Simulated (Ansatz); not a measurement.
**Lattice dynamics of Ti2CO2 monolayer**

Wanted: vibrations and spectra of Ti2CO2 monolayer; the cell is already relaxed. After the zone centre comes a 4×4×1 q mesh on a 20×20×1 k mesh.

Method: DFT LDA, scalar-relativistic, plane waves, PAW, in Ansatz 0.2.0.

## (1) The starting structure

The cell holds 5 atoms: 1 C, 2 Ti and 2 O. Its edges and angles: a = 2.977 Å, b = 2.977 Å, c = 32.600 Å, α = 90.0°, β = 90.0°, γ = 120.0°. Vacuum lies along c.

## (2) Zone-centre response

The cell comes from relaxations at this level that are not shown. The zone centre comes first: it holds the modes that light can see, as far as symmetry allows. The response to a homogeneous field gives the Born charges and the dielectric tensor.

The input, input.yaml:

```yaml
crystal:
  lattice:
    - [2.9765392907, 0.0, 0.0]
    - [-1.4882696454, 2.5777586411, 0.0]
    - [0.0, 0.0, 32.6]
  atoms:
    - { symbol: C, position: [0.0, 0.0, 0.3067484663] }
    - { symbol: Ti, position: [0.3333333333, 0.6666666667, 0.3462553649] }
    - { symbol: Ti, position: [0.6666666667, 0.3333333333, 0.2672415676] }
    - { symbol: O, position: [0.6666666667, 0.3333333333, 0.3735501064] }
    - { symbol: O, position: [0.3333333333, 0.6666666667, 0.2399468261] }
  periodic: [true, true, false]
kpoints:
  mp_grid: { grid: [18, 18, 1] }
hamiltonian:
  xc: lda
scf:
  occupations: { method: fixed }
output:
  eigenvalues: true
phonons:
  method: dfpt
  dielectric: true
```

Launch:

```sh
> ansatz run input.yaml --threads 4 --pin off --max-ram 14336MiB --backend cpu --events-out ev --progress --plain --runs-dir out
```

Numbers of over 12 decimals in the logs are rounded to 6 here.

Output:

```text
Warning: phonons.dielectric: true without phonons.rigid_motions: the static dielectric tensor ε⁰ will be withheld (ε∞, Z* and the rows of modes are given); for a crystal or a slab, whose only rigid motions are the translations, set phonons.rigid_motions: translations
Warning: crystal.symmetry: narrowed to the stabiliser of the run's FFT grids — unitary ops 12 → 6. A phonons.method: dfpt run fills in the rows of the dynamical matrix that it does not solve by its symmetry operations, which is exact only for operations that map its FFT grids onto themselves: filled in by any other, the frequencies could depend on the order in which like atoms are typed, or, by more than the grids' own error, on where the crystal sits among the grids' points. Excluded: 6 operations. The run can therefore solve more perturbations, solve them on more k-points, or both, and cost more. [rest of the remark cut]
Engine: ansatz 0.2.0, aarch64-unknown-linux-gnu
Pseudopotentials: kind: paw
Pseudopotential: C, paw, valence charge 4, recommended cutoff 420 eV (normal), C.paw.azcp
Pseudopotential: Ti, paw, valence charge 12, recommended cutoff 420 eV (normal), Ti.paw.azcp
Pseudopotential: O, paw, valence charge 6, recommended cutoff 420 eV (normal), O.paw.azcp
Functional definition: SPW92
  exchange = slater_x
  correlation = pw_c
Crystal: 5 atoms, lattice volume = 250.133 Å³
Basis set: ecut = 420 eV, 4753 PW (Γ), exchange–correlation on 40×40×450 points (8 copies of the dense FFT grid, shifted against one another)
Bands: 25, of which v1, the nominal top of the filled ones, is band 20 counted from 1 (19 counted from 0)
Symmetry: 12 space group operations
k-points: 91 of 324 (irreducible under 2 space group operations, time reversal used)
Non-local potential: C, projectors of the file, l = 0: 2, l = 1: 2, l = 2: 1
Non-local potential: Ti, projectors of the file, l = 0: 3, l = 1: 2, l = 2: 3, l = 3: 1
Non-local potential: O, projectors of the file, l = 0: 2, l = 1: 2, l = 2: 1
PAW form: soft (Blöchl's): semilocal exchange-correlation on the pseudo side does not see the compensation charge
PAW frozen core: C, regenerated for the run's functional, and the local potential with it (the file was generated under x = pbe(κ = 0.804, μ = 0.219515), c = pbe(β = 0.066725))
PAW frozen core: Ti, regenerated for the run's functional, and the local potential with it (the file was generated under x = pbe(κ = 0.804, μ = 0.219515), c = pbe(β = 0.066725))
PAW frozen core: O, regenerated for the run's functional, and the local potential with it (the file was generated under x = pbe(κ = 0.804, μ = 0.219515), c = pbe(β = 0.066725))
PAW one-centre angular grid: C, 110 points (default); XC on 64 Gauss nodes
PAW one-centre angular grid: Ti, 590 points (default); XC on 64 Gauss nodes
PAW one-centre angular grid: O, 110 points (default); XC on 64 Gauss nodes
Initial density: superposition of atomic densities (neutral atoms: chi_scale 0, normalization atom), corrected by the library's trained network
Initial wavefunctions: pseudopotential atomic-orbital guess
Functional: x = slater, c = lda
SCF iter   1: F=—  HF=-6259.664151 eV  |F-HF|=—  |Δ(HF+E_count)|=         —  Δρ=7.01e-3  dr2=1.16e-1  ethr=1.77e-3  ⟨swp⟩=6.9  Hψ=13026  notcnv=0  defer=228
preconditioner: auto → Resta (q_TF=auto, 2.010 Å⁻¹)  ε∞=2.7  [insulator: Δε(μ)=0.216 eV  Ē_g=8.761 eV  n_scr=20 (ndim 8)  ℏωp=11.5 eV  f_vac=0.778  ε∞_Penn≈2.7  vacuum switching on, ρ_ref=5.6e-3 e/Å³]
SCF iter   2: F=—  HF=-6259.651005 eV  |F-HF|=—  |Δ(HF+E_count)|=   1.31e-2  Δρ=5.54e-3  dr2=8.66e-2  ethr=2.91e-4  ⟨swp⟩=3.2  Hψ=5200  notcnv=0  defer=268
SCF iter   3: F=—  HF=-6259.637114 eV  |F-HF|=—  |Δ(HF+E_count)|=   1.39e-2  Δρ=1.65e-3  dr2=6.93e-3  ethr=2.16e-4  ⟨swp⟩=2.6  Hψ=3784  notcnv=0  defer=270
SCF iter   4: F=—  HF=-6259.636232 eV  |F-HF|=—  |Δ(HF+E_count)|=   8.82e-4  Δρ=4.27e-4  dr2=5.18e-4  ethr=1.73e-5  ⟨swp⟩=3.6  Hψ=5226  notcnv=0  defer=272
SCF iter   5: F=—  HF=-6259.636374 eV  |F-HF|=—  |Δ(HF+E_count)|=   1.42e-4  Δρ=2.09e-4  dr2=1.39e-4  ethr=1.29e-6  ⟨swp⟩=3.7  Hψ=5469  notcnv=0  defer=272
SCF iter   6: F=—  HF=-6259.636374 eV  |F-HF|=—  |Δ(HF+E_count)|=   1.37e-7  Δρ=1.13e-4  dr2=6.23e-5  ethr=3.47e-7  ⟨swp⟩=3.2  Hψ=4484  notcnv=0  defer=269
SCF iter   7: F=—  HF=-6259.636371 eV  |F-HF|=—  |Δ(HF+E_count)|=   3.69e-6  Δρ=2.86e-5  dr2=3.51e-6  ethr=1.56e-7  ⟨swp⟩=2.4  Hψ=3279  notcnv=0  defer=265
SCF iter   8: F=—  HF=-6259.636372 eV  |F-HF|=—  |Δ(HF+E_count)|=   1.55e-6  Δρ=7.88e-6  dr2=2.35e-7  ethr=8.78e-9  ⟨swp⟩=3.4  Hψ=4309  notcnv=0  defer=258
SCF iter   9: F=—  HF=-6259.636373 eV  |F-HF|=—  |Δ(HF+E_count)|=   3.07e-7  Δρ=1.75e-6  dr2=5.70e-9  ethr=5.88e-10  ⟨swp⟩=3.5  Hψ=4632  notcnv=0  defer=256
SCF iter  10: F=—  HF=-6259.636373 eV  |F-HF|=—  |Δ(HF+E_count)|=   5.27e-9  Δρ=2.66e-7  dr2=1.21e-10  ethr=1.42e-11  ⟨swp⟩=3.2  Hψ=4863  notcnv=0  defer=255
SCF iter  11: F=-6259.636373 eV  HF=-6259.636373 eV  |F-HF|=4.00e-11  |Δ(HF+E_count)|=  7.09e-11  Δρ=5.53e-8  dr2=3.82e-12  ethr=1.00e-12  ⟨swp⟩=23.9  Hψ=20833  notcnv=0
SCF 1 converged in 11 iterations: F = -6259.636373 eV  dr2 = 3.82e-12
  greatest PAW one-centre occupation: 0.999 electrons in one spin orbital (limit 2), on the Ti atom at site 2 (counted from 0), in its partial waves of l = 0
DFPT response loops at Γ: preconditioner auto → none (the input reference at scf.mixing.eps_inf says where Resta's filter doesn't serve); β = 0.50; Broyden in place of MSR1
── the response to a field inside a basis, on 20×20×1 k-points: an SCF that follows is theirs, and a resumed run solves both again ──
Bands: 21, of which v1, the nominal top of the filled ones, is band 20 counted from 1 (19 counted from 0)
k-points: 110
Initial density: handed on by an earlier stage of this run
Initial wavefunctions: pseudopotential atomic-orbital guess (no wavefunctions were taken with the density)
Eigensolver: Dense (110 Hₖ)
SCF iter   1: F=—  HF=-6259.631919 eV  |F-HF|=—  |Δ(HF+E_count)|=         —  Δρ=1.96e-4  dr2=2.31e-5  ethr=1.00e-1
preconditioner: auto → Resta (q_TF=auto, 2.010 Å⁻¹)  ε∞=3.2  [insulator: Δε(μ)=0.292 eV  Ē_g=7.736 eV  n_scr=20 (ndim 8)  ℏωp=11.5 eV  f_vac=0.777  ε∞_Penn≈3.2  vacuum switching on, ρ_ref=4.3e-3 e/Å³]
SCF iter   2: F=—  HF=-6259.631912 eV  |F-HF|=—  |Δ(HF+E_count)|=   6.62e-6  Δρ=8.93e-5  dr2=1.57e-5  ethr=5.77e-8
SCF iter   3: F=—  HF=-6259.631911 eV  |F-HF|=—  |Δ(HF+E_count)|=   1.34e-6  Δρ=6.92e-5  dr2=7.82e-6  ethr=3.94e-8
SCF iter   4: F=—  HF=-6259.631909 eV  |F-HF|=—  |Δ(HF+E_count)|=   1.47e-6  Δρ=8.71e-6  dr2=2.28e-7  ethr=1.95e-8
SCF iter   5: F=-6259.631909 eV  HF=-6259.631909 eV  |F-HF|=7.96e-8  |Δ(HF+E_count)|=   2.62e-8  Δρ=5.50e-6  dr2=9.86e-8  ethr=5.70e-10
SCF 1 converged in 5 iterations: F = -6259.631909 eV  dr2 = 9.86e-8
  greatest PAW one-centre occupation: 0.999 electrons in one spin orbital (limit 2), on the Ti atom at site 1 (counted from 0), in its partial waves of l = 0
DFPT response loops at Γ: mixed as the last ones told, above
SCF converged after 11 iterations
Free energy (F): -6259.636373 eV
Harris-Foulkes:  -6259.636373 eV  (|F-HF|=4.00e-11)
Internal energy: -6259.636373 eV  (E = F + TS)
E sigma→0 (E₀):  -6259.636373 eV
Fermi energy:    -5.994550 eV
--- Per-component energies (eV) ---
  E_band       = -1039.544033
  E_kinetic    = 987.551995
  E_local      = -120947.146953  (includes V_loc(G=0)·N_el)
  E_nonlocal   = 143.624270
  E_hartree    = 59844.488926
  E_xc         = -389.798054
  E_vxc        = -493.996322  (∫ρ·V_xc dr)
  E_paw        = -2380.167359  (= ΣΔE_a)
  E_vpaw       = -418.560218  (= ΣTr[D̂ρ^β])
  E_aug_tail   = 0.005294  (compensation charges beyond the density's cutoff)
  E_ewald      = 56480.896933
  E_core_change = 0.908576  (= ΣΔE_core)
  E_smearing   = -0.000000  (= −TS)
  E_closure    = 0.000000  (closes the sum)
  Σ components = -6259.636373   (vs F -6259.636373, Δ=0.00e0)
--- Band table (eV; the first three rows and the last of 91) ---
  k-point 0: bands = [... 16 lower, -10.7905, -7.1966, -5.9945, -5.9945, -5.3965, -5.3965, -4.5239, -4.5239, ... 1 higher]
  k-point 1: bands = [... 16 lower, -10.6895, -7.1289, -6.4358, -6.2941, -5.2036, -5.0953, -4.6417, -4.5127, ... 1 higher]
  k-point 2: bands = [... 16 lower, -10.4734, -7.2033, -7.0030, -6.7304, -5.2265, -4.7500, -4.5173, -4.3762, ... 1 higher]
  k-point 90: bands = [... 16 lower, -10.2521, -9.0437, -8.8255, -8.5273, -5.0311, -4.2895, -4.1413, -3.6466, ... 1 higher]
--- Phonons (Γ-DFPT): 10 representative perturbations + reference, on 91 of 324 k-points (Σ response iterations 53) ---
  ASR residual: 6.294e-5 → 0.000e0 eV/Å²; symmetrization residual: 8.555e-6 eV/Å²
  The last average, over the group as it would stand without the narrowing to the FFT grids, took up to 1.438e-6 eV/Å² of the zone centre's force constants
  ASR residual per site (eV/Å²): 6.08e-5 2.79e-5 2.60e-5 6.29e-5 6.09e-5
  Γ frequencies (cm⁻¹): 0.00 0.00 0.00 142.70 142.70 277.57 277.57 295.96 446.96 446.96 540.05 540.05 601.56 612.20 782.05
  ε∞ (high-frequency dielectric tensor):
        5.311202     0.000000     0.000000
        0.000000     5.311202     0.000000
        0.000000     0.000000     1.164743
  α∞ (the layer's polarisability for a field applied outside it; Å, Gaussian; ε∞ is over the cell's 32.600 Å):
       11.184230     0.000000     0.000000
        0.000000    11.184230     0.000000
        0.000000     0.000000     0.427381
  ε⁰ (static dielectric tensor): not given — the deck does not say what the cell's rigid motions are, and on a molecule in a box or a wire the rigid rotations would enter the sum over the modes at Γ. For a crystal or a slab, whose only rigid motions are the translations, set phonons.rigid_motions: translations.
  Born effective charges Z* (e; rows j = field, columns β = displacement):
    site 0:
        -5.79528   -0.00000    0.00000
        -0.00000   -5.79528    0.00000
        -0.00000   -0.00000   -0.23664
    site 1:
         7.00860    0.00000    0.00000
         0.00000    7.00860    0.00000
         0.00000    0.00000    0.44160
    site 2:
         7.00860    0.00000    0.00000
         0.00000    7.00860    0.00000
         0.00000    0.00000    0.44160
    site 3:
        -4.11096   -0.00000   -0.00000
        -0.00000   -4.11096   -0.00000
        -0.00000   -0.00000   -0.32327
    site 4:
        -4.11096   -0.00000   -0.00000
        -0.00000   -4.11096   -0.00000
        -0.00000   -0.00000   -0.32327
  Z* charge neutrality: 3.245e-3 e pre-enforcement
  solved inside a basis spanned on kpoints, on 20×20×1 k-points transformed towards the longest dipole: ε∞ is read to err by 2.6e-2, Z* by 2.6e-2 e (field_mesh: kpoints solves on kpoints); Z* is corrected for what the basis lacks
  optical modes at Γ without the LO–TO term, one row a degenerate level:
      ω (cm⁻¹)  modes    IR ((D/Å)²/amu)
        142.70      2             0.0000
        277.57      2           307.8703
        295.96      1             0.0000
        446.96      2             0.0000
        540.05      2            13.3308
        601.56      1             0.4338
        612.20      1             0.0000
        782.05      1             0.1631
```

Elapsed: 5.5 min, on 4 threads of Arm Neoverse V1, shared host; peak memory 2.6 GiB.

The column dr2 measures how far the density is from self-consistency, as an energy; F and HF (Harris–Foulkes) agree once it is small.

This run has no spin polarisation, although Ti can carry a moment.

Numbers from this step:

* gap on the k-mesh: 0.2652 eV
* sum-rule residual before enforcement: 6.29e-5 eV/Å²
* miss of the charge sum rule: 0.003245 e
* estimated error of the dielectric tensor: 0.02559
* estimated error of the Born charges: 0.02630 e
* point group: -3m
* area per atom: 1.535 Å²
* highest optical mode at the zone centre (no LO-TO term): 782.0 cm⁻¹
* lowest optical zone-centre mode: 142.7 cm⁻¹
* largest Born charge (third of the trace): 4.820 e

Without the LO-TO term. Patterns of degenerate modes are one choice out of their space. Modes at Γ, with each element's share of the kinetic energy:

| mode | frequency (cm⁻¹) | symmetry | C % | Ti % | O % |
| --- | --- | --- | --- | --- | --- |
| 1 | 0.0 | acoustic | 9 | 69 | 23 |
| 2 | 0.0 | acoustic | 9 | 69 | 23 |
| 3 | 0.0 | acoustic | 9 | 69 | 23 |
| 4 | 142.7 | Eg | 0 | 88 | 12 |
| 5 | 142.7 | Eg | 0 | 88 | 12 |
| 6 | 277.6 | Eu | 23 | 31 | 46 |
| 7 | 277.6 | Eu | 23 | 31 | 46 |
| 8 | 296.0 | A1g | 0 | 67 | 33 |
| 9 | 447.0 | Eg | 0 | 12 | 88 |
| 10 | 447.0 | Eg | 0 | 12 | 88 |
| 11 | 540.0 | Eu | 69 | 0 | 31 |
| 12 | 540.0 | Eu | 69 | 0 | 31 |
| 13 | 601.6 | A2u | 1 | 23 | 77 |
| 14 | 612.2 | A1g | 0 | 33 | 67 |
| 15 | 782.0 | A2u | 91 | 9 | 0 |

Displacements in mode 5 (142.7 cm⁻¹), the largest set to 1:
```
C1   0.00  0.00  0.00
Ti2 -0.15 -1.00  0.00
Ti3  0.15  1.00  0.00
O4  -0.10 -0.65  0.00
O5   0.10  0.65  0.00
```

Displacements in mode 13 (601.6 cm⁻¹), the largest set to 1:
```
C1   0.00  0.00 -0.16
Ti2  0.00  0.00 -0.31
Ti3  0.00  0.00 -0.31
O4   0.00  0.00  1.00
O5   0.00  0.00  1.00
```

High-frequency dielectric tensor, averaged over the cell of height 32.6 Å or as lengthened by the program, vacuum included. Tensor:

```
       x      y      z
x  5.311      0      0
y      0  5.311      0
z      0      0  1.165
```

Born charge (rows field, columns displacement) (e), principal values of the symmetric part by kind of site:

| atom | atoms with these values | low | middle | high | mean |
| --- | --- | --- | --- | --- | --- |
| C1 | 1 | -5.80 | -5.80 | -0.24 | -3.94 |
| Ti2 | 2 | 0.44 | 7.01 | 7.01 | 4.82 |
| O4 | 2 | -4.11 | -4.11 | -0.32 | -2.85 |

In full for C1:

```
-5.80  0.00  0.00
 0.00 -5.80  0.00
 0.00  0.00 -0.24
```

Transverse modes. Infrared lines, with heights relative to the strongest:

```
position (cm⁻¹)  label  relative intensity
            143     Eg                 0.0
            278     Eu                 100
            296    A1g                 0.0
            447     Eg                 0.0
            540     Eu                 4.3
            602    A2u                 0.1
            612    A1g                 0.0
            782    A2u                 0.1
```

Before it was imposed, the acoustic sum rule was missed by 6.3e-5 eV/Å² and the charge sum rule by 0.0032 e. Small misses are needed for a sound result but don't prove that mesh and cutoff are converged. The lowest optical mode is real, 143 cm⁻¹.

[end of part 1 of 2]

[Logs are printed without paths, hosts, clocks, repeated set-up lines and the standing remarks that a program may print on its own settings, such as how far it seeks lower states.]

[Hosts, paths, dates, database ids (printed as entryN), source tags and the programs' standing remarks are cut or masked in the printed files.]
